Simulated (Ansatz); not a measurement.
## What BeHg (built on the sites of a database entry of SrHg) distorts into

Aim: this structure of BeHg (built on the sites of a database entry of SrHg) is to be tested for unstable modes, and one is followed downhill.

Method: DFT PBEsol, scalar-relativistic, plane waves, PseudoDojo norm-conserving pseudopotentials, in Ansatz 0.2.0.

Report form: the programs' logs are mostly left out.

The structure was built from a prototype and need not be the compound's stable phase.

## Step 1: Starting point

Symmetry: Pm-3m, No. 221, cubic system. Conventional cell: a = 3.080 Å, b = 3.080 Å, c = 3.080 Å, α = 90.00°, β = 90.00°, γ = 90.00°. Nearest to Be lie 8 Hg at 2.67 Å. Nearest to Hg lie 8 Be at 2.67 Å. Farther neighbours are not listed.

## Step 2: The dispersion

The cell comes from relaxations at this level that are not shown. Stability and thermal properties need the whole zone. Linear response on a 4×4×4 q mesh gives force constants as far as a supercell of that size would.

The input, input.yaml:

```yaml
crystal:
  lattice:
    - [3.0800949983, 0.0, 0.0]
    - [0.0, 3.0800949983, 0.0]
    - [0.0, 0.0, 3.0800949983]
  atoms:
    - { symbol: Be, position: [0.5, 0.5, 0.5] }
    - { symbol: Hg, position: [0.0, 0.0, 0.0] }
kpoints:
  mp_grid: { grid: [12, 12, 12] }
hamiltonian:
  xc: pbesol
  pseudopotentials: { kind: nc, accuracy: standard }
scf:
  occupations: { method: methfessel_paxton, width: 0.15 }
output:
  eigenvalues: true
phonons:
  method: dfpt
  qmesh: [4, 4, 4]
  temperatures: { t_max: 1000, t_step: 50 }
  qpath:
    path:
      - [[0.0, 0.0, 0.0], [0.0, 0.5, 0.0], [0.5, 0.5, 0.0], [0.0, 0.0, 0.0], [0.5, 0.5, 0.5], [0.0, 0.5, 0.0]]
      - [[0.5, 0.5, 0.5], [0.5, 0.5, 0.0]]
    npoints: 10
```

Command:

```console
> ansatz run input.yaml --threads 4 --pin off --max-ram 7168MiB --backend cpu --events-out ev --progress --plain --runs-dir out
```

Wall time 8.3 min (4 threads of Arm Neoverse V2, shared host); peak memory 3.8 GiB.

This step gave:

| Item | Value |
| --- | --- |
| volume per atom | 14.61 Å³ |
| gap on the k-mesh | 0 eV |
| sum-rule residual before enforcement | 2.38e-4 eV/Å² |
| lowest frequency on the path | -77.46 cm⁻¹ |
| point group | m-3m |
| highest frequency on the path or at a solved wavevector | 279.6 cm⁻¹ |
| highest optical mode at the zone centre (no LO-TO term) | 216.2 cm⁻¹ |
| lowest optical zone-centre mode | 216.2 cm⁻¹ |
| lowest mode on the q mesh (acoustic modes at Γ apart) | -76.63 cm⁻¹ |

Frequencies (cm⁻¹) solved at each irreducible wavevector; negative means imaginary. Frequencies by wavevector, by row:

```
q in reciprocal lattice units  star  mode 1  mode 2  mode 3  mode 4  mode 5  mode 6
                        0 0 0     1       0       0       0   216.2   216.2   216.2
                     0 0 0.25     6    20.9    20.9    79.8   204.3   204.3   231.9
                     0 0 -0.5     3    28.4    28.4   108.1     200     200   250.6
                  0 0.25 0.25    12   -14.9    26.4      82   229.7   234.2   237.8
                  0 0.25 -0.5    12    24.2    48.6    75.5   244.4   245.2   253.8
                  0 -0.5 -0.5     3   -76.6   -76.6   -24.2   233.3   233.3   269.6
               0.25 0.25 0.25     8      24      24    69.1   196.2   196.2   279.6
               0.25 0.25 -0.5    12   -21.2    70.6    72.6   129.6   221.4   266.3
               0.25 -0.5 -0.5     6     -73     -73    72.5   186.2   186.2   215.3
               -0.5 -0.5 -0.5     1    77.2    77.2    77.2    90.4    90.4    90.4
```

Interpolated from a 4×4×4 q mesh. The phonon branches at the labelled points (cm⁻¹):

```
    point  branch 1  branch 2  branch 3  branch 4  branch 5  branch 6
        Γ         0         0         0       216       216       216
  halfway        21        21        80       204       204       232
        X        28        28       108       200       200       251
  halfway        24        49        76       244       245       254
        M       -77       -77       -24       233       233       270
  halfway       -15        26        82       230       234       238
        Γ         0         0         0       216       216       216
  halfway        24        24        69       196       196       280
        R        77        77        77        90        90        90
  halfway       -21        71        73       130       221       266
        X        28        28       108       200       200       251
jump to R        77        77        77        90        90        90
  halfway       -73       -73        72       186       186       215
        M       -77       -77       -24       233       233       270
```

Symmetry leaves 10 wavevectors to solve. The lowest mode among them, the acoustic zeros apart, lies at q = (0, -0.5, -0.5) and is imaginary, 76.6i cm⁻¹, so the energy falls along it.

## Step 3: The mode frozen in, largest atomic shift 0 Å

The mode followed lies at q = (0, -0.5, -0.5) with frequency 76.6i cm⁻¹ and is 2-fold degenerate, the softest among the wavevectors solved. At small amplitude the distorted cell has space group no. 65 by a symmetry search on the positions. The undistorted cell that holds it gives the zero of energy on the same k mesh.

System of this step: BeHg (built on the sites of a database entry of SrHg). Symmetry: Pm-3m, No. 221, cubic system. The conventional cell has a = 3.080 Å, b = 3.080 Å, c = 3.080 Å, α = 90.00°, β = 90.00°, γ = 90.00°. Nearest to Be lie 8 Hg at 2.67 Å. Hg has 8 Be at 2.67 Å nearest. Farther neighbours are not listed.

input.yaml, the sections that differ from step 2:

```yaml
crystal:
  lattice:
    - [-3.0800949983, 0.0, 0.0]
    - [0.0, -3.0800949983, -3.0800949983]
    - [0.0, -3.0800949983, 3.0800949983]
  atoms:
    - { symbol: Be, position: [0.5, 0.0, 0.5] }
    - { symbol: Be, position: [0.5, 0.5, 0.0] }
    - { symbol: Hg, position: [0.0, 0.0, 0.0] }
    - { symbol: Hg, position: [0.0, 0.5, 0.5] }
kpoints:
  mp_grid: { grid: [12, 8, 8] }
output:
  forces: true
  stress: true
  eigenvalues: true
# hamiltonian, scf: as in step 2
# phonons: removed
```

The job ended after 8.2 s (4 threads; peak memory 0.79 GiB).

Numbers from this step:

```
pressure                         : 0.3718 GPa
energy from the undistorted cell : 0 meV/atom
```

The run ends at a pressure of 0.37 GPa.

## Step 4: The mode frozen in, largest atomic shift 0.32 Å

The atoms are moved along the unstable eigenvector, the largest shift by 0.32 Å, with the cell fixed.

input.yaml, the sections that differ from step 3:

```yaml
crystal:
  lattice:
    - [-3.0800949983, 0.0, 0.0]
    - [0.0, -3.0800949983, -3.0800949983]
    - [0.0, -3.0800949983, 3.0800949983]
  atoms:
    - { symbol: Be, position: [0.5, -0.0519464497, 0.4480535503] }
    - { symbol: Be, position: [0.5, 0.5519464497, 0.0519464497] }
    - { symbol: Hg, position: [0.0, 0.0188611642, -0.0188611642] }
    - { symbol: Hg, position: [0.0, 0.4811388358, 0.5188611642] }
# kpoints, hamiltonian, scf, output: as in step 3
```

Wall time 12 s (4 threads); peak memory 0.94 GiB.

This step gave:

```
pressure                         : 1.467 GPa
energy from the undistorted cell : -12.88 meV/atom
```

The energy, extrapolated to zero smearing, is -12.88 meV/atom against the undistorted cell.

The run ends at a pressure of 1.47 GPa, with forces up to 0.29 eV/Å.

## Step 5: Energy along the mode, all amplitudes (two of the runs are shown above)

An imaginary frequency means negative curvature, so the energy should fall and then rise again as anharmonic terms take over.

Numbers from this step:

```yaml
depth_at_the_lowest_point_sampled: 12.88 meV/atom
largest_atomic_shift_at_that_point: 0.32 Å
```

Table of energy from the parent by largest atomic shift:

```
largest atomic shift (Å)  energy from the parent (meV/atom)
                   0.000                                  0
                   0.040                             -0.348
                   0.080                              -1.43
                   0.140                              -4.45
                   0.220                              -9.77
                   0.320                              -12.9
                   0.450                               5.76
```

Displacement at unit largest shift by atom:

```
atom  x (Å)  y (Å)  z (Å)  size
 Be1   0.00   1.00   0.00  1.00
 Be2   0.00  -1.00   0.00  1.00
 Hg3   0.00   0.00  -0.36  0.36
 Hg4   0.00   0.00   0.36  0.36
```

The lowest of the steps tried is at 0.32 Å, 12.9 meV/atom below the parent; the bottom of the well need not coincide with a step.

## Step 6: Relaxing from the distorted cell

Starting from the lowest point found, all atoms and the cell are let go, so that strain and other modes of the same symmetry can join in.

input.yaml, as its differences from that of step 4:

```diff
@@ -21 +21,6 @@
   eigenvalues: true
+relax:
+  adjacent_minimum: "off"
+  f_tol: 0.002
+  max_steps: 120
+  cell: { stress_tol: 0.03 }
```

Elapsed: 1.8 min, on 4 threads; peak memory 1 GiB.

The steps of the relaxation:

```
step  energy less that of the first step (eV)  largest force component (eV/Å)  pressure (GPa)  volume (Å³)
   1                                   0.0000                          0.2938            1.47        58.44
   2                                  -0.0657                          0.0869           -0.33        59.03
   3                                  -0.0678                          0.0287            0.13        58.82
   4                                  -0.0680                          0.0106           -0.10        59.00
   5                                  -0.0681                          0.0011            0.00        58.93
  6*                                  -0.0686                          0.0010            0.02        58.93
   7                                  -0.0686                          0.0004            0.00        58.94
  8*                                  -0.0686                          0.0004            0.00        58.94
```

Relaxation steps marked * repeat the geometry before them on a plane-wave basis chosen anew for their cell, so energy and pressure can jump there.

The run keeps the 8 symmetry operations that it works with, so distortions that break them were not tested.

```
conventional cell, symmetrised  before  after  change
                         a (Å)   6.160  6.090  -1.1 %
                         b (Å)   6.160  6.481  +5.2 %
                         c (Å)   3.080  2.987  -3.0 %
              volume (Å³/atom)   14.61  14.73  +0.8 %
```

The atoms that moved most (Å, as changes of fractional coordinates times the final cell):

```
atom     dx      dy      dz  length
 Hg3  0.000   0.000  -0.062   0.062
 Hg4  0.000   0.000   0.062   0.062
 Be2  0.000  -0.023   0.000   0.023
 Be1  0.000   0.023   0.000   0.023
```

This step gave:

| Quantity | Value |
| --- | --- |
| pressure | 0.001839 GPa |
| volume per atom | 14.73 Å³ |

The distorted start has space group Cmmm; the relaxation ends in Cmmm.

## Step 7: The new phase in its own primitive cell

The relaxed structure is symmetrised, reduced to its primitive cell and relaxed tightly, as its phonons need.

input.yaml, the sections that differ from step 6:

```yaml
crystal:
  lattice:
    - [3.0448850306, -3.2402601265, 0.0]
    - [3.0448850306, 3.2402601265, 0.0]
    - [0.0, 0.0, 2.9868620125]
  atoms:
    - { symbol: Be, position: [0.1942106818, 0.1942106818, 0.5] }
    - { symbol: Be, position: [0.8057893182, 0.8057893182, 0.5] }
    - { symbol: Hg, position: [0.7215997783, 0.2784002217, 0.0] }
    - { symbol: Hg, position: [0.2784002217, 0.7215997783, 0.0] }
kpoints:
  mp_grid: { grid: [8, 8, 12] }
relax:
  adjacent_minimum: "off"
  f_tol: 0.001
  max_steps: 60
  cell: { stress_tol: 0.01 }
# hamiltonian, scf, output: as in step 6
```

Wall time 33 s (4 threads); peak memory 1 GiB; 2.2 min of CPU time.

Little changed from the start: no atom moved by 0.005 Å and no cell edge by 0.1 %.

The largest force component left is 0.41 meV/Å and the pressure is 0.002 GPa, within the tolerances set. The cell now holds 14.73 Å³/atom.

## Step 8: Modes of the new phase, k-mesh 8×8×12

A relaxed structure may still be a saddle point, so its zone-centre modes are computed. No field response is asked, since the mesh shows no gap.

input.yaml, as its differences from that of step 7:

```diff
@@ -18,9 +18,4 @@
 output:
-  forces: true
-  stress: true
   eigenvalues: true
-relax:
-  adjacent_minimum: "off"
-  f_tol: 0.001
-  max_steps: 60
-  cell: { stress_tol: 0.01 }
+phonons:
+  method: dfpt
```

Wall time 5.1 min (4 threads); peak memory 4.3 GiB; 20 min of CPU time.

Numbers from this step:

```
sum-rule residual before enforcement                    : 8.47e-5 eV/Å²
point group                                             : mmm
highest optical mode at the zone centre (no LO-TO term) : 380.6 cm⁻¹
lowest optical zone-centre mode                         : -19.3 cm⁻¹
```

Patterns of degenerate modes are one choice out of their space. The modes at Γ (shares of kinetic energy by element, %) (negative means imaginary):

```
mode  frequency (cm⁻¹)  symmetry  Be %  Hg %
   1             -19.3       B3g     0   100
   2               0.0  acoustic     4    96
   3               0.0  acoustic     4    96
   4               0.0  acoustic     4    96
   5              66.4       B1g     7    93
   6              98.0        Ag     2    98
   7             159.0       B1u    96     4
   8             178.8       B3u    96     4
   9             223.8       B2g   100     0
  10             268.9       B2u    96     4
  11             281.3       B1g    93     7
  12             380.6        Ag    98     2
```

Displacements in mode 1 (-19.3 cm⁻¹), the largest set to 1:
```
Be1  0.00  0.00  0.00
Be2  0.00  0.00  0.00
Hg3  0.00  0.00 -1.00
Hg4  0.00  0.00  1.00
```

Displacements in mode 8 (178.8 cm⁻¹), the largest set to 1:
```
Be1  1.00  0.00  0.00
Be2  1.00  0.00  0.00
Hg3 -0.04  0.00  0.00
Hg4 -0.04  0.00  0.00
```

Before it was imposed, the acoustic sum rule was missed by 8.5e-5 eV/Å². Small misses are needed for a sound result but don't prove that mesh and cutoff are converged. The lowest optical mode is imaginary, 19.3i cm⁻¹, so the energy falls along it.

## Step 9: Summary of results

- unstable mode of the parent: q = (0, -0.5, -0.5), 77i cm⁻¹
- depth at the lowest point sampled: 12.9 meV/atom
- largest atomic shift at that point: 0.32 Å
- space group reached (within 0.01 Å): Cmmm
- energy gained over the parent (first relaxation, on the mesh of the frozen mode): 30.0 meV/atom
- volume per atom, phase reached: 14.7 Å³
- lowest optical zone-centre mode, phase reached: -19.3 cm⁻¹
- highest optical mode at the zone centre (no LO-TO term), phase reached: 381 cm⁻¹

**Reading.** Along this mode the structure falls into Cmmm, 30.0 meV/atom below the parent. At the parent's cell the well is 12.88 meV/atom deep on the steps tried, with its lowest point at a shift of 0.32 Å. Relaxing atoms and cell changes the gain by +17.07 meV/atom against the lowest step (energies at zero smearing). The new phase still has an imaginary mode at the zone centre of its cell, so it is a saddle point on the way to a lower structure. Of the 2 patterns followed to their end from this parent, this one ends 35.5 meV/atom above the lowest, Pmma. Each path keeps the symmetry of its pattern, so a lower phase may lie along a pattern not tried. With no gap, or one that is small against the smearing, the frequencies hang on the k mesh and the smearing, most of all near Kohn anomalies. Spin-orbit coupling is left out, which can matter for the heavy elements here. The starting cell was built on a prototype and not taken from a measurement, so the phase need not exist.

[Logs are printed without paths, hosts, clocks, repeated set-up lines and the standing remarks that a program may print on its own settings, such as how far it seeks lower states.]

[Hosts, paths, dates, database ids (printed as entryN), source tags and the programs' standing remarks are cut or masked in the printed files.]
